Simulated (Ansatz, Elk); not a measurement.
# Mg3As: X-ray structure factors from the self-consistent density

The structure of Mg3As used here is made up (a known structure type with other elements) and was relaxed beforehand with r2SCAN. The aim is the Fourier transform of its all-electron density, F(hkl), set beside the sum over free spherical atoms that refinements use.

Calculated with Elk 11.2.3 (patched build); DFT, PBE, all-electron APW+lo, Dirac cores, scalar-relativistic bands, static density, no spin.

The structure was built from a prototype and need not be the compound's stable phase.

## 1. The structure

Symmetry: Pm-3m, No. 221, cubic system. The conventional cell has a = 4.314 Å, b = 4.314 Å, c = 4.314 Å, α = 90.00°, β = 90.00°, γ = 90.00°. As has 12 Mg at 3.05 Å nearest. Nearest to Mg lie 4 As at 3.05 Å and 8 Mg at 3.05 Å. Farther neighbours are not listed.

As a file:

```cif
data_structure
_symmetry_space_group_name_H-M 'P 1'
_symmetry_Int_Tables_number 1
_cell_length_a 4.3138
_cell_length_b 4.3138
_cell_length_c 4.3138
_cell_angle_alpha 90.000
_cell_angle_beta 90.000
_cell_angle_gamma 90.000
_cell_volume 80.27
loop_
_atom_site_label
_atom_site_type_symbol
_atom_site_fract_x
_atom_site_fract_y
_atom_site_fract_z
_atom_site_occupancy
As1 As 0.00000 0.00000 0.00000 1
Mg2 Mg 0.00000 0.50000 0.50000 1
Mg3 Mg 0.50000 0.00000 0.50000 1
Mg4 Mg 0.50000 0.50000 0.00000 1
```

## 2. Ground state and structure factors

An all-electron density is needed, since X-rays see the cores too. Task 0 finds the density and task 195 Fourier-transforms it; tshift is off so that phases refer to the origin typed.

Contents of elk.in:

```
tasks
  0
  195

xctype
  20

spinpol
  .false.

rgkmax
  7.0

gmaxvr
  14.0

lmaxo
  7

lmaxapw
  8

swidth
  0.002

tshift
  .false.

ramdisk
  .false.

hmaxvr
  5.5

maxscl
  120

epspot
  1e-06

sppath
  './'

avec
  8.15186863919 0.00000000000 0.00000000000
  0.00000000000 8.15186863919 0.00000000000
  0.00000000000 0.00000000000 8.15186863919

atoms
  2
  'As.in'
  1
  -0.0000000000 0.0000000000 0.0000000000   0.000000 0.000000 0.000000
  'Mg.in'
  3
  0.0000000000 0.5000000000 0.5000000000   0.000000 0.000000 0.000000
  0.5000000000 -0.0000000000 0.5000000000   0.000000 0.000000 0.000000
  0.5000000000 0.5000000000 0.0000000000   0.000000 0.000000 0.000000

ngridk
  5 5 5
```

Launch:

```
OMP_NUM_THREADS=4 elk
```

Numbers of over 12 decimals in the logs are rounded to 6 here.

The log of the run:

```text
┌─────────────────────────┐
│ Elk code version 11.2.3 │
└─────────────────────────┘

All units are atomic (Hartree, Bohr, etc.)

┌─────────────────────────────────────────────────┐
│ Ground-state run starting from atomic densities │
└─────────────────────────────────────────────────┘

Lattice vectors :
   8.151868639       0.000000000       0.000000000
   0.000000000       8.151868639       0.000000000
   0.000000000       0.000000000       8.151868639

Reciprocal lattice vectors :
  0.7707662605       0.000000000       0.000000000
   0.000000000      0.7707662605       0.000000000
   0.000000000       0.000000000      0.7707662605

Unit cell volume      :    541.7158194
Brillouin zone volume :   0.4578973043

Muffin-tin inner radius fraction :   0.1000000000E-01

Nuclei treated as point charges

Species : 1 (As)
 parameters loaded from : As.in
 name : arsenic
 nuclear charge    :   -33.00000000
 electronic charge :    33.00000000
 atomic mass :    136573.7220
 muffin-tin radius :    2.400000000
 number of radial points in muffin-tin :    993
 inner part over the whole radius :   0.9862024899E-02
 number on inner part of muffin-tin    :    702
 approximate nuclear radius :   0.7712558785E-04
 number of mesh points to nuclear radius :    341
 atomic positions (lattice), magnetic fields (Cartesian) :
  1 :   0.00000000  0.00000000  0.00000000    0.00000000  0.00000000  0.00000000

Species : 2 (Mg)
 parameters loaded from : Mg.in
 name : magnesium
 nuclear charge    :   -12.00000000
 electronic charge :    12.00000000
 atomic mass :    44305.30466
 muffin-tin radius :    2.200000000
 number of radial points in muffin-tin :    793
 inner part over the whole radius :   0.9941530515E-02
 number on inner part of muffin-tin    :    552
 approximate nuclear radius :   0.5710277704E-04
 number of mesh points to nuclear radius :    241
 atomic positions (lattice), magnetic fields (Cartesian) :
  1 :   0.00000000  0.50000000  0.50000000    0.00000000  0.00000000  0.00000000
  2 :   0.50000000  0.00000000  0.50000000    0.00000000  0.00000000  0.00000000
  3 :   0.50000000  0.50000000  0.00000000    0.00000000  0.00000000  0.00000000

Total number of atoms per unit cell :    4
Total muffin-tin volume :    191.7125501
 ratio of muffin-tin to unit cell volume :   0.3538987477

Spin treatment :
 spin-unpolarised

Number of Bravais lattice symmetries :   48
Number of crystal symmetries         :   48
Crystal has inversion symmetry
Real symmetric eigensolver will be used

k-point grid :      5     5     5
k-point offset :    0.000000000       0.000000000       0.000000000
k-point set is reduced with full crystal symmetry group
Total number of k-points :       10

Muffin-tin radius times maximum |G+k| :    7.000000000
 using average radius
Maximum |G+k| for APW functions       :    3.111111111
Maximum (1/2)|G+k|²                   :    4.839506173
Maximum |G| for potential and density :    14.00000000
Constant for pseudocharge density :    8
 order of it for each species :   15  15
 order of it for pair densities of each species (exact exchange by exxq0 0: 16) :   11   9
Radial integration step length :    1

G-vector grid sizes :     40    40    40
Number of G-vectors :    25173

Maximum angular momentum used for
 APW functions            :    8
 outer part of muffin-tin :    7
 inner part of muffin-tin :    2

Total nuclear charge    :   -69.00000000
Total core charge       :    24.00000000
Total valence charge    :    45.00000000
Total excess charge     :    0.000000000
Total electronic charge :    69.00000000

Effective Wigner radius, rₛ :    1.232947562

Number of empty states         :     16
Total number of valence states :     39
Total number of core states    :     24

Third-order local-orbitals added for an l without core states : T
Total number of local-orbitals :     53

Exchange-correlation functional :     20     0     0
 Perdew-Burke-Ernzerhof, Phys. Rev. Lett. 77, 3865 (1996)
 gradient requirement :    1
[...]
xc potential                :     -176.49354299428
 exchange                    :     -130.32571697668
 correlation                 :     -2.986175
 electron entropic           :    -0.12055515071206E-02
 total energy                :     -2863.6493292255

Density of states at Fermi energy :    102.4359817
 (states/Hartree/unit cell)

Estimated indirect band gap :   0.2407074969E-02
 from k-point 8 to k-point 9
Estimated direct band gap   :   0.4019865727E-01
 at k-point 8

Charges :
 core                        :    24.00000000
 valence                     :    45.00000000
 interstitial                :    6.062597004
 muffin-tins (core leakage)
  species : 1 (As)
   atom 1                    :    31.55544055     (  0.1421519601E-03)
  species : 2 (Mg)
   atom 1                    :    10.46065415     ( -0.9828258829E-07)
[...]
total in muffin-tins        :    62.93740300
 total calculated charge     :    68.99980619
 total charge                :    69.00000000
 error                       :   0.1938146869E-03

RMS change in Kohn-Sham potential (target) :   0.6997376467     (  0.1000000000E-05)
Absolute change in total energy (target)   :    1.103777321     (  0.1000000000E-03)

[... loops 3 to 12 left out ...]

┌──────────────────┐
│ Loop number : 13 │
└──────────────────┘

Energies :
 Fermi                       :     0.199284
 sum of occupied eigenvalues :     -1621.5877687189
 electron kinetic            :      2913.7188406700
 core electron kinetic       :      2535.2842739643
 Coulomb                     :     -5642.5741988148
 Coulomb potential           :     -4362.4615240359
 nuclear-nuclear             :     -380.45873299160
 electron-nuclear            :     -6169.0780891323
 Hartree                     :      906.96262330912
 Madelung                    :     -3461.3434367968
 xc potential                :     -172.84508535306
 exchange                    :     -130.28154855968
 correlation                 :     -2.987068
 electron entropic           :    -0.11651027749592E-02
 total energy                :     -2862.1251398746

Density of states at Fermi energy :    97.05506280
 (states/Hartree/unit cell)

Estimated indirect band gap :   0.2345049932E-02
 from k-point 8 to k-point 10
Estimated direct band gap   :   0.4495550134E-01
 at k-point 10

Charges :
 core                        :    24.00000000
 valence                     :    45.00000000
 interstitial                :    6.123962202
 muffin-tins (core leakage)
  species : 1 (As)
[...]
species : 2 (Mg)
[...]
total in muffin-tins        :    62.87603780
 total calculated charge     :    68.99981454
 total charge                :    69.00000000
 error                       :   0.1854566611E-03

RMS change in Kohn-Sham potential (target) :   0.1346646806E-06 (  0.1000000000E-05)
Absolute change in total energy (target)   :   0.7333337498E-04 (  0.1000000000E-03)

Convergence targets achieved

┌──────────────────┐
│ Loop number : 14 │
└──────────────────┘

Energies :
 Fermi                       :     0.199284
 sum of occupied eigenvalues :     -1621.5877694105
 electron kinetic            :      2913.7188422439
 core electron kinetic       :      2535.2842750760
 Coulomb                     :     -5642.5742010435
 Coulomb potential           :     -4362.4615249306
 nuclear-nuclear             :     -380.45873299160
 electron-nuclear            :     -6169.0780926524
 Hartree                     :      906.96262460056
 Madelung                    :     -3461.3434385782
 xc potential                :     -172.84508672377
 exchange                    :     -130.28154864276
 correlation                 :     -2.987068
 electron entropic           :    -0.11651024513564E-02
 total energy                :     -2862.1251406144

Density of states at Fermi energy :    97.05503794
 (states/Hartree/unit cell)

Estimated indirect band gap :   0.2345052150E-02
 from k-point 8 to k-point 10
Estimated direct band gap   :   0.4495550379E-01
 at k-point 10

Charges :
 core                        :    24.00000000
 valence                     :    45.00000000
 interstitial                :    6.123962166
 muffin-tins (core leakage)
  species : 1 (As)
[...]
species : 2 (Mg)
   atom 1                    :    10.48610022     ( -0.9828258829E-07)
   atom 2                    :    10.48610022     ( -0.9828258829E-07)
   atom 3                    :    10.48610022     ( -0.9828258829E-07)
 total in muffin-tins        :    62.87603783
 total calculated charge     :    68.99981454
 total charge                :    69.00000000
 error                       :   0.1854566537E-03

┌──────────────────────────────┐
│ Self-consistent loop stopped │
└──────────────────────────────┘

Warning : core states of species 1 leak from the muffin-tin :   0.1411694707E-03

Wrote STATE.OUT
```

Elapsed: 12 s, on 4 threads of Intel Xeon Platinum 8488C (Sapphire Rapids), shared host; peak memory 0.17 GiB.

SFACRHO.OUT:

```text

h k l indices transformed by vhmat matrix:
   1.000000000       0.000000000       0.000000000    
   0.000000000       1.000000000       0.000000000    
   0.000000000       0.000000000       1.000000000    

      h      k      l  multipl.   |H|            Re(F)            Im(F)           |F|

      0      0      0      1   0.0000000       68.999999      0.25510073E-16   68.999999    
      0      1      0      6  0.77076626       19.746199      0.24108736E-14   19.746199    
      0     -1      1     12   1.0900281       18.646242     -0.12538238E-15   18.646242    
      1     -1     -1      8   1.3350063       52.138818      0.20312302E-14   52.138818    
     -2      0      0      6   1.5415325       49.689367      0.40986363E-14   49.689367    
     -1      0     -2     24   1.7234858       16.023196     -0.18658272E-14   16.023196    
     -2      1      1     24   1.8879840       15.516115     -0.37450567E-14   15.516115    
     -2      2      0     12   2.1800562       43.068182      0.54435687E-16   43.068182    
     -2     -1      2     24   2.3122988       14.360544     -0.17696907E-14   14.360544    
      3      0      0      6   2.3122988       14.347239     -0.19318758E-13   14.347239    
     -3      0     -1     24   2.4373769       14.023848      0.74399690E-16   14.023848    
     -3     -1      1     24   2.5563425       39.255897     -0.17936757E-13   39.255897    
      2      2      2      8   2.6700126       38.147702     -0.90656459E-14   38.147702    
      0     -2     -3     24   2.7790373       13.194757      0.16807507E-13   13.194757    
     -2      3      1     48   2.8839433       12.945200     -0.28476429E-14   12.945200    
      0      0      4      6   3.0830650       34.196908     -0.52118790E-14   34.196908    
      0      4     -1     24   3.1779507       12.256785     -0.11934597E-14   12.256785    
      3      2      2     24   3.1779507       12.262644     -0.14839849E-13   12.262644
```

Elk indexes on the primitive cell of elk.in and gives |H| = 4π sin θ/λ in inverse bohr. Below, one row stands for each form hkl of the conventional cell (m members, Friedel mates merged), F is for one primitive cell and the density is static (no thermal factor). Free-atom factors are Waasmaier and Kirfel's, and R is Σm||F|−|F'||/Σm|F|.

```tsv
hkl	m	sin θ/λ (Å⁻¹)	abs F, DFT	neutral atoms	diff.
100	6	0.116	19.746	19.661	+0.085
110	12	0.164	18.646	18.428	+0.218
111	8	0.201	52.139	52.375	-0.236
200	6	0.232	49.689	49.966	-0.276
210	24	0.259	16.023	16.119	-0.095
211	24	0.284	15.516	15.609	-0.093
220	12	0.328	43.068	43.149	-0.081
221	24	0.348	14.361	14.413	-0.053
300	6	0.348	14.347	14.413	-0.066
310	24	0.366	14.024	14.085	-0.061
311	24	0.384	39.256	39.331	-0.075
222	8	0.402	38.148	38.205	-0.057
320	24	0.418	13.195	13.228	-0.033
321	48	0.434	12.945	12.975	-0.030
400	6	0.464	34.197	34.263	-0.066
410	24	0.478	12.257	12.285	-0.028
322	24	0.478	12.263	12.285	-0.023
330	12	0.492	12.048	12.074	-0.026
411	24	0.492	12.051	12.074	-0.023
331	24	0.505	31.725	31.784	-0.059
420	24	0.518	30.976	31.032	-0.057
421	48	0.531	11.455	11.486	-0.031
```

## 3. The highest occupied states alone

An energy window below the Fermi level keeps the highest occupied states, to see at which angles they scatter; shallow core shells can lie inside it and anion s states outside. No new self-consistency is needed.

Changes to elk.in since step 2:

```diff
@@ -1,3 +1,2 @@
 tasks
-  0
   195
@@ -40,2 +39,5 @@
 
+wsfac
+  -0.241710 0.499280
+
 sppath
```

Launch:

```
OMP_NUM_THREADS=4 elk
```

The log of the run:

```text
┌─────────────────────────────────┐
│ Elk code version 11.2.3 started │
└─────────────────────────────────┘

Info(readinput): the functional depends on the density's gradient
 muffin-tin radial points multiplied by    2.00000
 (not where nrmtscf is given)

┌────────────────────┐
│ Current task : 195 │
└────────────────────┘

Info(sfacrho): density structure factors written to SFACRHO.OUT

 Energy window :  -0.2417100000      0.4992800000

┌──────────────────┐
│ Elk code stopped │
└──────────────────┘
```

Run time: 4.5 s. Hardware: 4 threads; peak memory 0.17 GiB; 5.4 s of CPU time.

States within 12 eV below the Fermi level hold 11.00 electrons; any levels below the window count with the cores. Their amplitudes can exceed the total, where window and core parts have opposite phase:

```tsv
hkl	sin θ/λ (Å⁻¹)	abs F, window	abs F, all
100	0.116	2.210	19.746
110	0.164	1.551	18.646
111	0.201	0.642	52.139
200	0.232	0.073	49.689
210	0.259	0.135	16.023
211	0.284	0.004	15.516
220	0.328	0.138	43.068
221	0.348	0.146	14.361
300	0.348	0.159	14.347
310	0.366	0.172	14.024
```

(Continued in part 2 of 2.)

[Logs are printed without paths, hosts, clocks, repeated set-up lines and the standing remarks that a program may print on its own settings, such as how far it seeks lower states.]

[Hosts, paths, dates, database ids (printed as entryN), source tags and the programs' standing remarks are cut or masked in the printed files.]
